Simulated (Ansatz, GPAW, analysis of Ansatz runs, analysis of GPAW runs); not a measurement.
# Substitutional B in diamond: charge-transition level, PBE (GPAW), part 4 of 4

Subject: substitutional B in diamond. Wanted: its charge-transition level, in one set-up (PBE, plane waves 500 eV, 64-site cell, PBE lattice, k: the zone centre alone then 2x2x2 shifted, start relaxed with Ansatz). The model is a cell of 64 host atoms with 1 C taken out and 1 B put in. The level is the Fermi energy at which two charge states have equal formation energy, after a correction for the images of the charge. A local or semilocal functional is the cheapest first rung.

GPAW 26.7.0; PBE, plane waves 500 eV, 64-site cell, PBE lattice, k: the zone centre alone then 2x2x2 shifted, start relaxed with Ansatz.

So far: Starting point; Relaxation, charge 0; Single point, charge 0; Relaxation, charge −1.

### Step 5. Single point, charge −1

This step: GPAW plane-wave PAW DFT, PBE; single point of a defect supercell.

Input file run.py:

```python
import numpy as np
from ase.io import read, write
from ase.parallel import parprint, world
from gpaw import GPAW, PW

atoms = read('POSCAR')
calc = GPAW(mode=PW(500),
            xc='PBE',
            kpts={'size': (2, 2, 2), 'gamma': False},
            charge=-1,
            occupations={'name': 'fermi-dirac', 'width': 0.01},
            nbands=136,
            convergence={'density': 1e-05, 'bands': 133},
            maxiter=150,
            symmetry={'point_group': False},
            txt='gpaw.txt')
atoms.calc = calc
energy = atoms.get_potential_energy()
forces = atoms.get_forces()
parprint(f'Energy: {energy:.6f} eV, largest force {np.linalg.norm(forces, axis=1).max():.4f} eV/A')
calc.write('gs.gpw')
write('final.xyz', atoms)
for s in range(calc.get_number_of_spins()):
    parprint('Levels (eV), spin', s, calc.get_eigenvalues(kpt=0, spin=s)[-16:].round(3))
field = calc.get_electrostatic_potential()
if world.rank == 0:
    np.save('potential.npy', field)
field = calc.get_pseudo_density()
if world.rank == 0:
    np.save('density.npy', field)
```

Input file POSCAR:

```
C  B  C 
 1.0000000000000000
     7.1439157092080041   -0.0000000000000009   -0.0000000000000000
     0.0000000000000004    7.1439157092080050   -0.0000000000000000
    -0.0000000000000004   -0.0000000000000018    7.1439157092080032
 C   B   C  
   7   1  56
Direct
 -0.0004320711673601 -0.0009395701563707  0.2498695467108046
 -0.0004345180047406  0.2500893925298104 -0.0011584333210053
[... 1 atom line left out ...]
  0.2470052072038833  0.2464937999940684  0.2462798291044020
  0.1245846614417390  0.1240741948925188  0.3730325508411466
[... 2 atom lines left out ...]
  0.3752028144096284  0.3746949794704056  0.3744743721642514
[... 5 atom lines left out ...]
  0.1245864881710190  0.3761499728414223  0.6250989095859695
  0.3766557570845570  0.1240761406041658  0.6251017217692059
[... 5 atom lines left out ...]
  0.1245813033394073  0.6253263380812281  0.3759323120985896
[... 5 atom lines left out ...]
  0.2470041237644482  0.5028981732482247  0.5026738242965798
[... 3 atom lines left out ...]
  0.3737524907465642  0.6253165633298392  0.6251013564233499
[... 10 atom lines left out ...]
  0.5034022063508771  0.2465028482531229  0.5026780306731977
[... 3 atom lines left out ...]
  0.6258270368780222  0.3732470634505305  0.6251051876555640
[... 2 atom lines left out ...]
  0.5034041506627314  0.5028970464152205  0.2462797297191308
[... 3 atom lines left out ...]
  0.6258251261611890  0.6253158298385424  0.3730313820143658
[... 10 atom lines left out ...]
  0.8752065442123138  0.8746973080807470  0.8744796319401962
```

On the command line:

```console
OMP_NUM_THREADS=1 mpirun -n 4 gpaw python run.py > stdout
```

Output:

```text
__  _  _
 | _ |_)|_||  |
 |__||  | ||/\| - 26.7.0

Input parameters:
  mode=PW(ecut=500.0),
  charge=-1,
  convergence={'density': 1e-05, 'bands': 133},
  kpts=MonkhorstPack(size=(2, 2, 2), gamma=False),
  maxiter=150,
  nbands=136,
  occupations=Occupations(name='fermi-dirac', width=0.01),
  symmetry=Symmetry(point_group=False),
  xc=XC(name='PBE')

Diagonalizing LCAO Hamiltonian
Converting LCAO to pw mode

                 C        C
            C  C     C C
         C   C C  C   C C
          C C   C C  C   C
       C  CC    CC CC     C
            CCC      CCC
        C    C B C    CCC
         CCC      C C
          C C   C  C C   C
       C   C  C C   C C
        C     C  C     C
           C        C

Atoms  # Å, Bohr magnetons
|    | symbol |         x |         y |         z |    initial magnetic moments |
|----|--------|-----------|-----------|-----------|-----------------------------|
|  0 |      C | -0.003087 | -0.006712 |  1.785047 | ( 0.0000,  0.0000,  0.0000) |
|  1 |      C | -0.003104 |  1.786618 | -0.008276 | ( 0.0000,  0.0000,  0.0000) |
|  2 |      C |  1.790236 | -0.006715 | -0.008309 | ( 0.0000,  0.0000,  0.0000) |
|  3 |      C |  1.764584 |  1.760931 |  1.759402 | ( 0.0000,  0.0000,  0.0000) |
|  4 |      C |  0.890022 |  0.886376 |  2.664913 | ( 0.0000,  0.0000,  0.0000) |
|  5 |      C |  0.889990 |  2.666443 |  0.884860 | ( 0.0000,  0.0000,  0.0000) |
|  6 |      C |  2.670070 |  0.886372 |  0.884820 | ( 0.0000,  0.0000,  0.0000) |
|  7 |      B |  2.680417 |  2.676789 |  2.675213 | ( 0.0000,  0.0000,  0.0000) |
|  8 |      C |  0.002596 | -0.001025 |  5.353108 | ( 0.0000,  0.0000,  0.0000) |
|  9 |      C |  0.003669 |  1.785092 |  3.566979 | ( 0.0000,  0.0000,  0.0000) |
| 10 |      C |  1.788720 |  0.000032 |  3.566983 | ( 0.0000,  0.0000,  0.0000) |
[...]
| 59 |      C |  5.358293 |  5.354660 |  5.353106 | ( 0.0000,  0.0000,  0.0000) |
| 60 |      C |  4.465833 |  4.462231 |  6.245608 | ( 0.0000,  0.0000,  0.0000) |
| 61 |      C |  4.465862 |  6.247140 |  4.460645 | ( 0.0000,  0.0000,  0.0000) |
| 62 |      C |  6.250766 |  4.462205 |  4.460652 | ( 0.0000,  0.0000,  0.0000) |
| 63 |      C |  6.252402 |  6.248764 |  6.247209 | ( 0.0000,  0.0000,  0.0000) |

Unit cell  # Å
| periodic |         x |         y |         z |  lengths |    angles |
|----------|-----------|-----------|-----------|----------|-----------|
|      yes |  7.143916 | -0.000000 | -0.000000 | 7.143916 | 90.000000 |
|      yes |  0.000000 |  7.143916 | -0.000000 | 7.143916 | 90.000000 |
|      yes | -0.000000 | -0.000000 |  7.143916 | 7.143916 | 90.000000 |

Number of symmetries: 1
Symmetry operations  # r_c * U_cc + t_c -> r_c
|   | kind |            matrix            |
|---|------|------------------------------|
| 0 |  E   |  1, 0, 0,  0, 1, 0,  0, 0, 1 |

BZ-sampling:
  Number of BZ points: 8
  Number of IBZ points: 4

  Monkhorst-Pack size: [2, 2, 2]
  Monkhorst-Pack shift: [0, 0, 0]

K-points  # in reciprocal-cell coordinates
|   |                                coordinates |     weight |
|---|--------------------------------------------|------------|
| 0 | (  0.25000000,  -0.25000000,  -0.25000000) | 0.25000000 |
| 1 | (  0.25000000,  -0.25000000,   0.25000000) | 0.25000000 |
| 2 | (  0.25000000,   0.25000000,  -0.25000000) | 0.25000000 |
| 3 | (  0.25000000,   0.25000000,   0.25000000) | 0.25000000 |

Plane wave coefficients: 9249
Cutoff: 500.0 eV

Spin-components: 1 (collinear spins)
Bands:           136
Projectors:      320
Spin-degeneracy: 2
Datatype:        complex128

Density:
  Valence electrons: 255.0
  Components: 1
  Grid points: [40 40 40]
  Charge: -1.0  # |e|

Potential:
  Grid points: [40 40 40]

species:
  C:
    name:    Carbon
    Z:       6.0
    valence: 4
    core:    2
    charge:  0.0  # [|e|]
    compensation charges:
      type: gauss
      rc: 0.20  # [Å]
      lmax: 2
    cutoffs:
      filter: 1.14  # [Å]
      core: 1.14  # [Å]
    projectors
    | kind |    occ | energy [eV] | rcut [Å] |
    |------|--------|-------------|----------|
    |   2s |  2.000 |     -13.751 |    0.635 |
    |   2p |  2.000 |      -5.284 |    0.635 |
    |    s |        |      13.461 |    0.635 |
    |    p |        |      21.927 |    0.635 |
    |    d |        |       0.000 |    0.635 |

    Using partial waves for C as LCAO basis

  B:
    name:    Boron
    Z:       5.0
    valence: 3
    core:    2
    charge:  0.0  # [|e|]
    compensation charges:
      type: gauss
      rc: 0.20  # [Å]
      lmax: 2
    cutoffs:
      filter: 1.14  # [Å]
      core: 1.38  # [Å]
    projectors
    | kind |    occ | energy [eV] | rcut [Å] |
    |------|--------|-------------|----------|
    |   2s |  2.000 |      -9.443 |    0.635 |
    |   2p |  1.000 |      -3.606 |    0.635 |
    |    s |        |      17.768 |    0.635 |
    |    p |        |      23.605 |    0.635 |
    |    d |        |       0.000 |    0.635 |

    Using partial waves for B as LCAO basis

Reference energy: -65410.060842  # eV

eigensolver:
  PPCG
  Converge bands: 133
  niter=2

density mixing:
  MSR1-Mixer
  Pratt-step length: 0.05
  Maximum mixing coefficient: 0.75
  Old densities: 10
  SVD Regularization: 0.005
  Good broyden scale: 1.0
  Trust region scale: 1.0
  Backstep threshold: 4.0
  History deletion threshold: 6.0
  Fourier metric: weight=20.0, sigma=0.015

occupation numbers:
  Fermi-Dirac:
    width: 0.0100  # eV

poisson solver:
  ecut: 4000.0  # eV
  uniform background charge: -1.0  # electrons

xc functional:
  name: PBE with 2 nearest neighbor stencil

Initialization done in: 8.756 s

convergence criteria:
- Maximum integral of absolute [dens]ity change: 1e-05 electrons / valence electron
- Maximum [total energy] change in last 3 cyles: 0.0005 eV / valence electron
- Maximum integral of absolute [eigenst]ate change: 4e-08 eV^2 / valence electron
maximum number of iterations: 150

SCF iterations
|iter     | |      energy | eigst |  dens |
|---------|-|-------------|-------|-------|
|iter:   1| | -582.523655 | +0.17 |       |
|iter:   2| | -580.208466 | -1.79 | -0.80 |
|iter:   3| | -566.172029 | -1.16 | -0.83 |
|iter:   4| | -565.983526 | -1.86 | -1.49 |
|iter:   5| | -565.985814 | -2.18 | -2.29 |
|iter:   6| | -565.980117c| -2.10 | -2.59 |
|iter:   7| | -565.980361c| -1.91 | -3.14 |
|iter:   8| | -565.980379c| -1.71 | -3.84 |
|iter:   9| | -565.980382c| -1.60 | -4.28 |
|iter:  10| | -565.980383c| -1.80 | -4.71 |
|iter:  11| | -565.980383c| -2.09 | -5.28c|
|iter:  12| | -565.980383c| -2.38 | -5.98c|
|iter:  13| | -565.980383c| -2.73 | -6.42c|
|iter:  14| | -565.980383c| -3.02 | -6.82c|
|iter:  15| | -565.980383c| -3.29 | -7.26c|
|iter:  16| | -565.980383c| -3.63 | -7.70c|
|iter:  17| | -565.980383c| -3.84 | -8.18c|
|iter:  18| | -565.980383c| -4.18 | -8.63c|
|iter:  19| | -565.980383c| -4.41 | -9.09c|
|iter:  20| | -565.980383c| -4.70 | -9.53c|
|iter:  21| | -565.980383c| -4.97 | -9.93c|
|iter:  22| | -565.980383c| -5.24 |-10.32c|
|iter:  23| | -565.980383c| -5.49 |-10.94c|
|iter:  24| | -565.980383c| -5.75 |-11.35c|
|iter:  25| | -565.980383c| -5.99 |-11.85c|
|iter:  26| | -565.980383c| -6.25 |-12.26c|
|iter:  27| | -565.980383c| -6.46 |-12.60c|
|iter:  28| | -565.980383c| -6.77 |-12.94c|
|iter:  29| | -565.980383c| -6.94 |-13.32c|
|iter:  30| | -565.980383c| -7.27 |-13.79c|
|iter:  31| | -565.980383c| -7.43c|-14.12c|

Converged in 31 steps
SCF loop duration: 139.226 s (4.491 s/step)
Energy contributions relative to reference atoms: (reference = -65410.060842)

Energy contributions:
  Kinetic:         565.498781
  Coulomb:        -506.607691
  Zero:              0.694688
  External:          0.000000
  Xc:             -625.566160
  Entropy:          -0.000000
  Spinorbit:         0.000000
  ----------------------------
  Free energy:    -565.980383
  Extrapolated:   -565.980383

dipole moment: (-3.370432, 52.270943, 108.421009)  # |e|*Ang

Fermi level: 14.056
Eigenvalues  # (at kpt = [0.250, -0.250, -0.250])
| band index |      eig [eV] | occ [0-2] |
|------------|---------------|-----------|
|          0 |        -9.051 |     2.000 |
|        ... |               |           |
|        120 |         9.913 |     2.000 |
|        121 |         9.913 |     2.000 |
|        122 |        10.090 |     2.000 |
|        123 |        10.535 |     2.000 |
|        124 |        10.535 |     2.000 |
|        125 |        10.623 |     2.000 |
|        126 |        11.567 |     2.000 |
|        127 |        11.567 |     2.000 |
|        128 |        16.889 |     0.000 |
|        129 |        16.889 |     0.000 |
|        130 |        16.956 |     0.000 |
|        131 |        17.144 |     0.000 |
|        132 |        17.144 |     0.000 |
|        133 |        17.228 |     0.000 |
|        134 |        17.769 |     0.000 |
|        135 |        17.769 |     0.000 |

Gap: 5.322 eV
Transition (v -> c):
  (s=0, k=3, n=127, [0.25, 0.25, 0.25]) -> (s=0, k=0, n=128, [0.25, -0.25, -0.25])
Direct/indirect transitions are different
Direct gap: 5.322 eV
Transition at: (s=0, k=3, n=127, [0.25, 0.25, 0.25])

Forces  # eV/Ang
|        x |        y |        z |
|----------|----------|----------|
|  0.00972 |  0.00982 | -0.00019 |  # C    0
|  0.00996 | -0.00038 |  0.01007 |  # C    1
| -0.00040 |  0.01010 |  0.01054 |  # C    2
|  0.06588 |  0.06672 |  0.06608 |  # C    3
|  0.00356 |  0.00419 |  0.03213 |  # C    4
|  0.00425 |  0.03297 |  0.00348 |  # C    5
|  0.03277 |  0.00424 |  0.00432 |  # C    6
|  0.00021 |  0.00079 |  0.00061 |  # B    7
|  0.00290 |  0.00273 | -0.00314 |  # C    8
|  0.00327 | -0.00518 |  0.00512 |  # C    9
[...]
| -0.00322 | -0.00294 | -0.00289 |  # C   59
| -0.00876 | -0.00868 | -0.00142 |  # C   60
| -0.00928 | -0.00102 | -0.00853 |  # C   61
| -0.00106 | -0.00828 | -0.00807 |  # C   62
| -0.00021 |  0.00045 |  0.00054 |  # C   63

# Writing to gs.gpw (mode='')
```

The job ended after 2.6 min (4 MPI ranks of Arm Neoverse V2, shared host; peak memory 2.1 GiB; 10 min of CPU time).

### Step 6. Charge-transition levels

Analysis of the runs above: levels from GPAW plane-wave PAW DFT, PBE energies with an image-charge correction aligned at atomic sites (own code after Kumagai and Oba).

It gives:

```
gap : 4.120 eV
```

### Step 7. Results

```json
{
  "static dielectric constant used": "5.9",
  "band gap of the host": "4.12 eV",
  "(0/-1) level above the valence-band top": "0.04 eV"
}
```

What this shows: (0/-1) level above the valence-band top: computed 0.04 eV, measured 0.368 eV; 0.33 eV below the measurement. The level is counted in a gap of 4.12 eV, and the correction is screened by a dielectric constant of 5.9 from a linear-response run on the host. The bound state has a long tail, so in cells of 64 to 216 sites the impurity band still disperses by tenths of an eV and the level moves with cell and k-points. Levels hang on the band edges, which semilocal functionals place too close together. Limits: the periodic copies of the defect are only 7.1 Å apart.

[Logs are printed without paths, hosts, clocks, repeated set-up lines and the standing remarks that a program may print on its own settings, such as how far it seeks lower states.]

[Hosts, paths, dates, database ids (printed as entryN), source tags and the programs' standing remarks are cut or masked in the printed files.]

[For some hosts the program warned that the k-mesh of the response run may be too coarse for force constants and the static dielectric constant; such warnings are not shown here.]
